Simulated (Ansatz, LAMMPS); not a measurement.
# Settings and their price: liquid 62SiO2-19SrO-17Na2O-2Sc2O3 (mol %) at 2500 K (148 atoms)

Density of this cell: 2.86 g/cm³. The cell holds 148 atoms: 32 Si, 10 Sr, 18 Na, 2 Sc and 86 O. Cell: a = 12.846 Å, b = 12.846 Å, c = 12.846 Å, α = 90.0°, β = 90.0°, γ = 90.0°. 148 atoms (32 Si, 10 Sr, 18 Na, 2 Sc, 86 O) placed at random at 2.86 g/cm³, melted at 4000 K for 10 ps at fixed volume with the Morse and Coulomb pair potential with partial charges (Pedone, Malavasi, Menziani, Cormack and Segre, J. Phys. Chem. B 110, 11780 (2006)). Snapshot at the end of a hold of 10 ps at 2500 K and fixed volume.

Geometry: as built.

Reference run: Kohn-Sham DFT, PBE, PAW (set soft_2), plane waves (Ansatz 0.2.0), cutoff 420 eV, Γ point, gaussian smearing of 0.05 eV.

| Quantity | Value |
| --- | --- |
| r.m.s. force component | 2.989 eV/Å |
| pressure | 4.864 GPa |
| gap (highest filled to lowest empty level) | 0.7354 eV |
| SCF cycles | 12 |
| time | 37 s on 8 threads of Arm Neoverse V2, shared host |

Q: Estimate how much each variant changes the results, and its time and memory.
- support functions low
- support functions medium
- support functions medium, radius 3.59 Å

Differences are against the plane-wave reference (Kohn-Sham DFT, PBE, PAW (set soft_2), plane waves), whose r.m.s. force component is 2.99 eV/Å. Energies are set beside the reference only for runs with its functional, potentials and electron count. Times are for 8 threads of Arm Neoverse V2, shared host. The reference's time includes the DOS, the stress and grids, which some other runs skip.

```tsv
run	Δ force, r.m.s. (meV/Å)	share of r.m.s. force (%)	Δ energy (meV/atom)	Δ gap (eV)	cycles	time	host memory (GiB)
reference	-	-	-	-	12	37 s	3.5
support functions low	0.829	0.0277	-4.43	-3.0e-4	13	88 s	5.5
support functions medium	0.779	0.026	-4.44	-6.0e-4	15	100 s	5.7
support functions medium, radius 3.59 Å	0.81	0.0271	-4.44	-8.0e-4	15	88 s	5.4
```

Among numerical settings the force difference runs from 0.78 meV/Å (support functions medium) to 0.83 meV/Å (support functions low). At 148 atoms the fastest of the runs at a preset level, support functions low, takes roughly 2.4 times the time of plane waves (whose run also made extra analyses, so the like-for-like ratio is larger), in 13 SCF cycles against 12. Differences between support functions and plane waves include what basis error the plane-wave run still has. The force difference hardly changes among these support-function runs, which points to the basis of the plane-wave reference as its main source. 

[Logs are printed without paths, hosts, clocks, repeated set-up lines and the standing remarks that a program may print on its own settings, such as how far it seeks lower states.]

[Hosts, paths, dates, database ids (printed as entryN), source tags and the programs' standing remarks are cut or masked in the printed files.]
